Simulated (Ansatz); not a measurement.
# Resistivity from frozen vibrations: Os(0001) with 2 thermally displaced layers, 2x2, part 2 of 2

Aim: the resistivity of Os at 273 K from frozen thermal displacements between perfect leads. The measured value for the pure metal at this temperature is 8.1 µΩ cm (CRC Handbook of Chemistry and Physics, 84th ed., 2003, Electrical Resistivity of Pure Metals).

Ansatz 0.2.0; Ansatz plane-wave DFT, PBE, PAW files; ballistic transport by layer matching (Landauer), zero bias; PAW set soft_1.

So far, open channels per spin nearest the Fermi level: step 2 (with 2 displaced layers) 4.55.

## Step 3: With 6 displaced layers

Each atom of 6 layers is moved at random, by amounts drawn from a normal law 0.0302 Å wide in each direction from the Debye model (500 K) at 273 K. A fresh draw is used; the growth of the resistance with length is what counts.

System of this step: Os(0001) with 6 thermally displaced layers, 2x2. The cell holds 64 atoms: 64 Os. Its edges and angles: a = 5.468 Å, b = 5.468 Å, c = 34.558 Å, α = 90.0°, β = 90.0°, γ = 120.0°. It derives from Os. Regions: lead, 40 atoms (40 Os); scattering region, 24 atoms (24 Os). The structure is stacked along c, and the current runs across the ab planes.

Contents of input.yaml:

```yaml
crystal:
  lattice:
    - [5.4682, 0.0, 0.0]
    - [-2.7341, 4.735600113, 0.0]
    - [0.0, 0.0, 34.5576]
  atoms:
    - { symbol: Os, position: [0.1666666667, 0.3333333333, 0.03125] }
    - { symbol: Os, position: [0.1666666667, 0.8333333333, 0.03125] }
    - { symbol: Os, position: [0.6666666667, 0.3333333333, 0.03125] }
    - { symbol: Os, position: [0.6666666667, 0.8333333333, 0.03125] }
    - { symbol: Os, position: [0.3333333333, 0.1666666667, 0.09375] }
    - { symbol: Os, position: [0.3333333333, 0.6666666667, 0.09375] }
    - { symbol: Os, position: [0.8333333333, 0.1666666667, 0.09375] }
    - { symbol: Os, position: [0.8333333333, 0.6666666667, 0.09375] }
    - { symbol: Os, position: [0.1666666667, 0.3333333333, 0.15625] }
    - { symbol: Os, position: [0.1666666667, 0.8333333333, 0.15625] }
    - { symbol: Os, position: [0.6666666667, 0.3333333333, 0.15625] }
    - { symbol: Os, position: [0.6666666667, 0.8333333333, 0.15625] }
    - { symbol: Os, position: [0.3333333333, 0.1666666667, 0.21875] }
    - { symbol: Os, position: [0.3333333333, 0.6666666667, 0.21875] }
    - { symbol: Os, position: [0.8333333333, 0.1666666667, 0.21875] }
    - { symbol: Os, position: [0.8333333333, 0.6666666667, 0.21875] }
    - { symbol: Os, position: [0.1666666667, 0.3333333333, 0.28125] }
    - { symbol: Os, position: [0.1666666667, 0.8333333333, 0.28125] }
    - { symbol: Os, position: [0.6666666667, 0.3333333333, 0.28125] }
    - { symbol: Os, position: [0.6666666667, 0.8333333333, 0.28125] }
    - { symbol: Os, position: [0.3386190777, 0.1672657798, 0.3431007138] }
    - { symbol: Os, position: [0.3267879193, 0.6637497126, 0.3439422929] }
    - { symbol: Os, position: [0.8270948145, 0.1653336513, 0.3436109513] }
    - { symbol: Os, position: [0.8370022019, 0.6680346271, 0.3440603414] }
    - { symbol: Os, position: [0.1626452379, 0.3325073432, 0.4069346334] }
    - { symbol: Os, position: [0.1708969772, 0.8253096734, 0.4075720858] }
    - { symbol: Os, position: [0.6765839933, 0.3383124046, 0.4064809449] }
    - { symbol: Os, position: [0.6695799207, 0.8426248768, 0.4079618627] }
    - { symbol: Os, position: [0.347466816, 0.175047442, 0.4690620947] }
    - { symbol: Os, position: [0.3266505161, 0.6666382818, 0.4693232892] }
    - { symbol: Os, position: [0.827481957, 0.1691846651, 0.4691253932] }
    - { symbol: Os, position: [0.8334017233, 0.6591206258, 0.4681721456] }
    - { symbol: Os, position: [0.1605306071, 0.3258785246, 0.5327689626] }
    - { symbol: Os, position: [0.1649779846, 0.8354297615, 0.5310241927] }
    - { symbol: Os, position: [0.6796128802, 0.3417476115, 0.5318030969] }
    - { symbol: Os, position: [0.6546714348, 0.8336648989, 0.5318470524] }
    - { symbol: Os, position: [0.3369052547, 0.162728924, 0.5953411338] }
    - { symbol: Os, position: [0.3239381053, 0.6624509402, 0.5945665644] }
    - { symbol: Os, position: [0.8399843962, 0.1794273346, 0.5939146308] }
    - { symbol: Os, position: [0.8286357286, 0.6642605638, 0.5927971193] }
    - { symbol: Os, position: [0.1616239554, 0.3373507632, 0.656757523] }
    - { symbol: Os, position: [0.1714068029, 0.8285244492, 0.6577250709] }
    - { symbol: Os, position: [0.6700972183, 0.3433665813, 0.6558720549] }
    - { symbol: Os, position: [0.6634034915, 0.8349251432, 0.6571507517] }
    - { symbol: Os, position: [0.3333333333, 0.1666666667, 0.71875] }
    - { symbol: Os, position: [0.3333333333, 0.6666666667, 0.71875] }
    - { symbol: Os, position: [0.8333333333, 0.1666666667, 0.71875] }
    - { symbol: Os, position: [0.8333333333, 0.6666666667, 0.71875] }
    - { symbol: Os, position: [0.1666666667, 0.3333333333, 0.78125] }
    - { symbol: Os, position: [0.1666666667, 0.8333333333, 0.78125] }
    - { symbol: Os, position: [0.6666666667, 0.3333333333, 0.78125] }
    - { symbol: Os, position: [0.6666666667, 0.8333333333, 0.78125] }
    - { symbol: Os, position: [0.3333333333, 0.1666666667, 0.84375] }
    - { symbol: Os, position: [0.3333333333, 0.6666666667, 0.84375] }
    - { symbol: Os, position: [0.8333333333, 0.1666666667, 0.84375] }
    - { symbol: Os, position: [0.8333333333, 0.6666666667, 0.84375] }
    - { symbol: Os, position: [0.1666666667, 0.3333333333, 0.90625] }
    - { symbol: Os, position: [0.1666666667, 0.8333333333, 0.90625] }
    - { symbol: Os, position: [0.6666666667, 0.3333333333, 0.90625] }
    - { symbol: Os, position: [0.6666666667, 0.8333333333, 0.90625] }
    - { symbol: Os, position: [0.3333333333, 0.1666666667, 0.96875] }
    - { symbol: Os, position: [0.3333333333, 0.6666666667, 0.96875] }
    - { symbol: Os, position: [0.8333333333, 0.1666666667, 0.96875] }
    - { symbol: Os, position: [0.8333333333, 0.6666666667, 0.96875] }
kpoints:
  mp_grid: { grid: [5, 5, 1] }
hamiltonian:
  xc: pbe
  pseudopotentials: { kind: paw, azcp: { folder: soft_1 } }
scf:
  occupations: { method: fermi_dirac, width: 0.1 }
output:
  transmission:
    leads: [[0, 8]]
    kmesh: [10, 10]
    e_range: [-0.05, 0.05]
    de: 0.05
  write_potential: true
  write_density: true
  volumetric_format: npy
```

The run is started by

```
ansatz run input.yaml --threads 4 --pin off --max-ram 15360MiB --backend cpu --events-out ev --progress --plain --runs-dir out
```

Numbers of over 12 decimals in the logs are rounded to 6 here.

Log:

```text
[...]
Crystal: 64 atoms, lattice volume = 894.876 Å³
Basis set: ecut = 420 eV, 17377 PW (Γ)
Bands: 615, of which v1, the nominal top of the filled ones, is band 512 counted from 1 (511 counted from 0)
Symmetry: 1 space group operations
[...]
k-points: 13 of 25 (time reversal used)
[...]
SCF iter   1: F=—  HF=-728707.733658 eV  |F-HF|=—  |Δ(HF+E_count)|=         —  Δρ=6.03e-2  dr2=2.79e1  ethr=3.10e-3  ⟨swp⟩=5.2  Hψ=26398  notcnv=0  defer=48
[...]
SCF iter   8: F=-728698.072923 eV  HF=-728698.072923 eV  |F-HF|=2.25e-8  |Δ(HF+E_count)|=   6.98e-9  Δρ=8.73e-7  dr2=2.56e-8  ethr=9.77e-12  ⟨swp⟩=7.2  Hψ=16798  notcnv=0
SCF 1 converged in 8 iterations: F = -728698.072923 eV  dr2 = 2.56e-8
[...]
transmission: 334 of 3328 steps passed
transmission: 666 of 3328 steps passed
[...]
transmission: 3328 of 3328 steps passed
SCF converged after 8 iterations
Free energy (F): -728698.072923 eV
[...]
Internal energy: -728696.548637 eV  (E = F + TS)
E sigma→0 (E₀):  -728697.310780 eV
Entropy (-TS):   -1.524286 eV (-23.817 meV/atom)
Fermi energy:    26.082080 eV
[...]
--- Band table (eV; the first three rows and the last of 13) ---
  k-point 0: bands = [... 508 lower, 26.7828, 26.7839, 26.7879, 26.9168, 26.9250, 26.9493, 26.9638, 27.1327, ... 99 higher]
  k-point 1: bands = [... 508 lower, 26.1146, 26.2408, 26.2568, 26.8164, 26.8332, 26.8406, 26.8598, 26.8659, ... 99 higher]
  k-point 2: bands = [... 508 lower, 25.7582, 25.8530, 25.9076, 25.9221, 26.0102, 26.0426, 26.0683, 26.1008, ... 99 higher]
  k-point 12: bands = [... 508 lower, 26.0033, 26.0187, 26.0311, 26.0566, 26.0655, 26.1943, 26.2032, 26.2132, ... 99 higher]
--- Transmission ---
  basis      : 223 plane waves across, 64 finite elements along
  points     : 52, standing for a mesh of 10 x 10
[...]
channels       : 4.550000e0 a spin
[...]
junction   : crystal 0 to crystal 0, 0.70 to 30.94 Å
    transmission   : 4.274519e0 a spin
[...]
```

Elapsed: 9 min, on 4 threads of AMD EPYC 9R14 (Zen 4), shared host; peak memory 10 GiB.

Numbers from this step:

```yaml
free_energy: -728698.0729 eV
energy_at_zero_smearing: -728697.3108 eV
fermi_energy: 26.08 eV
transmission_per_spin_nearest_the_fermi_level: 4.275
step_of_the_lead_s_potential: 2.8 meV
```

Per spin. Transmission, zone mean against energy, zero at the Fermi level:

```tsv
energy (eV)	transmission, zone mean
-0.0500	4.24
0.0000	4.27
0.0500	4.26
```

Over the solved energies the transmission per spin lies between 4.24 and 4.27, out of 4.53 channels of the lead on average (up to 4.55).

## Step 4: With 10 displaced layers

Each atom of 10 layers is moved at random, by amounts drawn from a normal law 0.0302 Å wide in each direction from the Debye model (500 K) at 273 K. A fresh draw is used; the growth of the resistance with length is what counts.

System of this step: Os(0001) with 10 thermally displaced layers, 2x2. The cell holds 80 atoms: 80 Os. Cell: a = 5.468 Å, b = 5.468 Å, c = 43.197 Å, α = 90.0°, β = 90.0°, γ = 120.0°. It derives from Os. Regions: lead, 40 atoms (40 Os); scattering region, 40 atoms (40 Os). The structure is stacked along c, and the current runs across the ab planes.

Contents of input.yaml:

```yaml
crystal:
  lattice:
    - [5.4682, 0.0, 0.0]
    - [-2.7341, 4.735600113, 0.0]
    - [0.0, 0.0, 43.197]
  atoms:
    - { symbol: Os, position: [0.1666666667, 0.3333333333, 0.025] }
    - { symbol: Os, position: [0.1666666667, 0.8333333333, 0.025] }
    - { symbol: Os, position: [0.6666666667, 0.3333333333, 0.025] }
    - { symbol: Os, position: [0.6666666667, 0.8333333333, 0.025] }
    - { symbol: Os, position: [0.3333333333, 0.1666666667, 0.075] }
    - { symbol: Os, position: [0.3333333333, 0.6666666667, 0.075] }
    - { symbol: Os, position: [0.8333333333, 0.1666666667, 0.075] }
    - { symbol: Os, position: [0.8333333333, 0.6666666667, 0.075] }
    - { symbol: Os, position: [0.1666666667, 0.3333333333, 0.125] }
    - { symbol: Os, position: [0.1666666667, 0.8333333333, 0.125] }
    - { symbol: Os, position: [0.6666666667, 0.3333333333, 0.125] }
    - { symbol: Os, position: [0.6666666667, 0.8333333333, 0.125] }
    - { symbol: Os, position: [0.3333333333, 0.1666666667, 0.175] }
    - { symbol: Os, position: [0.3333333333, 0.6666666667, 0.175] }
    - { symbol: Os, position: [0.8333333333, 0.1666666667, 0.175] }
    - { symbol: Os, position: [0.8333333333, 0.6666666667, 0.175] }
    - { symbol: Os, position: [0.1666666667, 0.3333333333, 0.225] }
    - { symbol: Os, position: [0.1666666667, 0.8333333333, 0.225] }
    - { symbol: Os, position: [0.6666666667, 0.3333333333, 0.225] }
    - { symbol: Os, position: [0.6666666667, 0.8333333333, 0.225] }
    - { symbol: Os, position: [0.332356231, 0.1629352611, 0.2740629872] }
    - { symbol: Os, position: [0.3272001688, 0.6698701189, 0.2756914406] }
    - { symbol: Os, position: [0.8290032951, 0.1598200506, 0.2756099312] }
    - { symbol: Os, position: [0.8239948418, 0.6621224902, 0.2754338601] }
    - { symbol: Os, position: [0.1554794079, 0.3357955549, 0.3245936498] }
    - { symbol: Os, position: [0.1670285616, 0.8328509094, 0.3251412027] }
    - { symbol: Os, position: [0.668081317, 0.3285004626, 0.325992737] }
    - { symbol: Os, position: [0.6733623587, 0.8387101972, 0.3258138059] }
    - { symbol: Os, position: [0.3403695113, 0.1720457356, 0.3750528118] }
    - { symbol: Os, position: [0.325028768, 0.6658060634, 0.374462396] }
    - { symbol: Os, position: [0.8263048448, 0.1683137114, 0.3746027958] }
    - { symbol: Os, position: [0.8243265438, 0.6600199229, 0.3751875235] }
    - { symbol: Os, position: [0.1728599709, 0.3417609717, 0.4249902788] }
    - { symbol: Os, position: [0.1768846202, 0.8422695609, 0.4258035372] }
    - { symbol: Os, position: [0.6575277449, 0.3411633788, 0.4252372678] }
    - { symbol: Os, position: [0.6701882931, 0.8356990581, 0.4252674046] }
    - { symbol: Os, position: [0.3339525325, 0.1643794161, 0.4736714655] }
    - { symbol: Os, position: [0.3301712655, 0.6615447164, 0.4757546318] }
    - { symbol: Os, position: [0.8320056336, 0.1671986309, 0.474406442] }
    - { symbol: Os, position: [0.8304784957, 0.6665931698, 0.4739622762] }
    - { symbol: Os, position: [0.1679881426, 0.3326573656, 0.5241716237] }
    - { symbol: Os, position: [0.155065756, 0.836602866, 0.5247920996] }
    - { symbol: Os, position: [0.6629891153, 0.3318283883, 0.5262690399] }
    - { symbol: Os, position: [0.6666678184, 0.8338853328, 0.5239610901] }
    - { symbol: Os, position: [0.3453483233, 0.1725135518, 0.5757453899] }
    - { symbol: Os, position: [0.3365172235, 0.6725082421, 0.5752591536] }
    - { symbol: Os, position: [0.8362325395, 0.165696785, 0.5739703015] }
    - { symbol: Os, position: [0.8328460388, 0.6543357294, 0.5748323737] }
    - { symbol: Os, position: [0.1622149988, 0.3266874877, 0.6254283446] }
    - { symbol: Os, position: [0.1641690436, 0.830549298, 0.6253631757] }
    - { symbol: Os, position: [0.6684622443, 0.3421849004, 0.6252455361] }
    - { symbol: Os, position: [0.6578537378, 0.8209430958, 0.6240863678] }
    - { symbol: Os, position: [0.3391702328, 0.1663441816, 0.6748022011] }
    - { symbol: Os, position: [0.3383153464, 0.6584927146, 0.6745908434] }
    - { symbol: Os, position: [0.8325934343, 0.1704032243, 0.6745364361] }
    - { symbol: Os, position: [0.8248333477, 0.6564375145, 0.6755095435] }
    - { symbol: Os, position: [0.1695977871, 0.3302975223, 0.7251141138] }
    - { symbol: Os, position: [0.1580292801, 0.8303266048, 0.7259626743] }
    - { symbol: Os, position: [0.6747773936, 0.3480566106, 0.7244500456] }
    - { symbol: Os, position: [0.6692462642, 0.8320874313, 0.7253952959] }
    - { symbol: Os, position: [0.3333333333, 0.1666666667, 0.775] }
    - { symbol: Os, position: [0.3333333333, 0.6666666667, 0.775] }
    - { symbol: Os, position: [0.8333333333, 0.1666666667, 0.775] }
    - { symbol: Os, position: [0.8333333333, 0.6666666667, 0.775] }
    - { symbol: Os, position: [0.1666666667, 0.3333333333, 0.825] }
    - { symbol: Os, position: [0.1666666667, 0.8333333333, 0.825] }
    - { symbol: Os, position: [0.6666666667, 0.3333333333, 0.825] }
    - { symbol: Os, position: [0.6666666667, 0.8333333333, 0.825] }
    - { symbol: Os, position: [0.3333333333, 0.1666666667, 0.875] }
    - { symbol: Os, position: [0.3333333333, 0.6666666667, 0.875] }
    - { symbol: Os, position: [0.8333333333, 0.1666666667, 0.875] }
    - { symbol: Os, position: [0.8333333333, 0.6666666667, 0.875] }
    - { symbol: Os, position: [0.1666666667, 0.3333333333, 0.925] }
    - { symbol: Os, position: [0.1666666667, 0.8333333333, 0.925] }
    - { symbol: Os, position: [0.6666666667, 0.3333333333, 0.925] }
    - { symbol: Os, position: [0.6666666667, 0.8333333333, 0.925] }
    - { symbol: Os, position: [0.3333333333, 0.1666666667, 0.975] }
    - { symbol: Os, position: [0.3333333333, 0.6666666667, 0.975] }
    - { symbol: Os, position: [0.8333333333, 0.1666666667, 0.975] }
    - { symbol: Os, position: [0.8333333333, 0.6666666667, 0.975] }
kpoints:
  mp_grid: { grid: [5, 5, 1] }
hamiltonian:
  xc: pbe
  pseudopotentials: { kind: paw, azcp: { folder: soft_1 } }
scf:
  occupations: { method: fermi_dirac, width: 0.1 }
output:
  transmission:
    leads: [[0, 8]]
    kmesh: [10, 10]
    e_range: [-0.05, 0.05]
    de: 0.05
  write_potential: true
  write_density: true
  volumetric_format: npy
```

Log:

```text
[...]
Crystal: 80 atoms, lattice volume = 1118.595 Å³
Basis set: ecut = 420 eV, 21739 PW (Γ)
Bands: 768, of which v1, the nominal top of the filled ones, is band 640 counted from 1 (639 counted from 0)
Symmetry: 1 space group operations
[...]
k-points: 13 of 25 (time reversal used)
[...]
SCF iter   1: F=—  HF=-910884.393153 eV  |F-HF|=—  |Δ(HF+E_count)|=         —  Δρ=6.03e-2  dr2=3.48e1  ethr=3.10e-3  ⟨swp⟩=5.2  Hψ=32983  notcnv=0  defer=63
[...]
SCF iter   8: F=-910872.344971 eV  HF=-910872.344971 eV  |F-HF|=1.86e-8  |Δ(HF+E_count)|=   2.56e-9  Δρ=1.04e-6  dr2=2.47e-8  ethr=7.81e-12  ⟨swp⟩=7.5  Hψ=21137  notcnv=0
SCF 1 converged in 8 iterations: F = -910872.344971 eV  dr2 = 2.47e-8
[...]
transmission: 422 of 4212 steps passed
transmission: 845 of 4212 steps passed
[...]
transmission: 4212 of 4212 steps passed
SCF converged after 8 iterations
Free energy (F): -910872.344971 eV
[...]
Internal energy: -910870.607840 eV  (E = F + TS)
E sigma→0 (E₀):  -910871.476405 eV
Entropy (-TS):   -1.737131 eV (-21.714 meV/atom)
Fermi energy:    26.072056 eV
[...]
--- Band table (eV; the first three rows and the last of 13) ---
  k-point 0: bands = [... 636 lower, 26.7021, 26.7047, 26.7156, 26.7280, 26.7358, 26.7660, 26.7781, 26.9144, ... 124 higher]
  k-point 1: bands = [... 636 lower, 26.4132, 26.4241, 26.4401, 26.4550, 26.4653, 26.4807, 26.4997, 26.8618, ... 124 higher]
  k-point 2: bands = [... 636 lower, 25.8890, 25.9005, 25.9109, 25.9153, 25.9290, 25.9413, 25.9825, 25.9972, ... 124 higher]
  k-point 12: bands = [... 636 lower, 25.9186, 26.0732, 26.0973, 26.1119, 26.1241, 26.1391, 26.1479, 26.1701, ... 124 higher]
--- Transmission ---
  basis      : 223 plane waves across, 81 finite elements along
  points     : 52, standing for a mesh of 10 x 10
[...]
channels       : 4.550000e0 a spin
[...]
junction   : crystal 0 to crystal 0, 1.46 to 40.34 Å
    transmission   : 4.018115e0 a spin
[...]
```

Elapsed: 14 min, on 4 threads; peak memory 8.7 GiB; 53 min of CPU time.

Numbers from this step:

| Property | Result |
| --- | --- |
| free energy | -910872.3450 eV |
| energy at zero smearing | -910871.4764 eV |
| Fermi energy | 26.07 eV |
| transmission per spin nearest the Fermi level | 4.018 |
| step of the lead's potential | 1.4 meV |

Per spin. Transmission, zone mean against energy, zero at the Fermi level:

```tsv
energy (eV)	transmission, zone mean
-0.0500	3.97
0.0000	4.02
0.0500	4.00
```

Over the solved energies the transmission per spin lies between 3.97 and 4.02, out of 4.53 channels of the lead on average (up to 4.55).

## Step 5: Resistance against length

This step: Ansatz plane-wave DFT, PBE, PAW files; ballistic transport by layer matching (Landauer), zero bias; resistivity from the slope of the area resistance; PAW set soft_1 (Ansatz 0.2.0).

This step gave:

* resistivity: 4.733 µΩ cm
* intercept: -0.006811 fΩ m²
* scatter about the fit: 0.004993 fΩ m²

Resistance, by row:

```tsv
run	length (Å)	T	channels N	RA (fΩ m²)
n2	4.32	4.507	4.613	0.01716
n6	12.96	4.259	4.533	0.04746
n10	21.6	3.997	4.533	0.09894
```

Area resistance against length of the displaced region:

```tsv
length of the displaced region (Å)	area resistance (fΩ m²)
4.32	0.0172
12.96	0.0475
21.60	0.0989
```

The area resistance goes from 0.017 to 0.099 fΩ m² between 4.3 and 21.6 Å, a slope of 4.7 µΩ cm.

By hand from the end points: (0.09894 − 0.01716) fΩ m² / (21.60 − 4.32) Å = 4.7 µΩ cm, since 1 fΩ m² per Å is 1000 µΩ cm.

## Step 6: Outcome

| Property | Result |
| --- | --- |
| resistivity from the slope | 4.73 µΩ cm |
| area resistance over 4.32 Å | 0.0172 fΩ m² |
| area resistance over 13.0 Å | 0.0475 fΩ m² |
| area resistance over 21.6 Å | 0.0989 fΩ m² |

In words: The slope gives 4.7 µΩ cm. The points scatter by 0.0050 fΩ m² about the line, with one random draw a length in a 2x2 cell, so the slope is a rough value. The mean square of the displacements drawn is 0.73, 0.99 and 0.93 of the nominal one at the three lengths; with each resistance scaled back by that, the slope is 4.8 µΩ cm, the value used below. The lead's own channel count moves between the runs (4.61, 4.53 and 4.53), which shifts RA and the slope too. The current runs along the hexagonal axis, while the measured value below is not for that direction. Read with a model of isotropic scattering on a spherical Fermi surface and the lead's 1.4×10¹⁵ S/m², this slope means a mean free path near 132 Å; over these lengths the model's slope is 1.18 times its bulk resistivity, which would be 4.1 µΩ cm. Uncorrelated displacements put too much weight on short waves, which scatter strongly; with the sideways repeat of a small cell, one draw and three short lengths, the method is good to a factor of two or three. The measured value is 8.1 µΩ cm (CRC Handbook of Chemistry and Physics, 84th ed., 2003, Electrical Resistivity of Pure Metals); the scaled slope is 0.60 times that and the corrected value 0.51: low. Spin-orbit coupling is left out, which matters for Os.

[Logs are printed without paths, hosts, clocks, repeated set-up lines and the standing remarks that a program may print on its own settings, such as how far it seeks lower states.]

[Hosts, paths, dates, database ids (printed as entryN), source tags and the programs' standing remarks are cut or masked in the printed files.]
